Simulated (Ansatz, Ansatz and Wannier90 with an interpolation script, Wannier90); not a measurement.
Rows from a G0W0 calculation on Germanium (Fd-3m, 2 atoms a cell) (Ansatz 0.2.0; G0W0 on r2SCAN, plane waves, PAW; 8×8×8 mesh, 208 empty bands, screening to 160 eV), in eV. Spin-orbit coupling is left out.

```tsv
row	k	band	start	Σx	Σc at the solution	Vxc
A	(0.000, 0.000, -0.500)	v1	6.897	-15.235	1.019	-13.900
B	(0.000, 0.000, -0.500)	c2	12.384	-7.558	-4.461	-11.980
C	Γ	c1	8.824	-13.115	-3.733	-16.962
D	Γ	c2	11.106	-8.464	-4.067	-12.579
E	Γ	v1	8.380	-15.399	0.437	-14.645
F	(0.000, 0.000, -0.500)	c1	8.845	-10.253	-3.569	-13.816
```

Q: Give the quasiparticle energies and the shift of each level.

The quasiparticle equation reads E = start + Σx + Σc(E) − Vxc.

```tsv
row	E (eV)	shift (eV)
A	6.582	−0.316
B	12.345	−0.039
C	8.937	+0.114
D	11.154	+0.048
E	8.063	−0.317
F	8.838	−0.007
```

Limits: not at the basis limit; mesh may overstate the screening; no spin-orbit coupling; coarse k mesh.

[Paths, hosts, dates, memory and timing lines, banners, echoed tables and standing remarks are left out of the program output.]

[Logs are printed without paths, hosts, clocks, repeated set-up lines and the standing remarks that a program may print on its own settings, such as how far it seeks lower states.]

[Runs of the session that timed out or met a known fault of the program may be left out.]

[Hosts, paths, dates, database ids (printed as entryN), source tags and the programs' standing remarks are cut or masked in the printed files.]
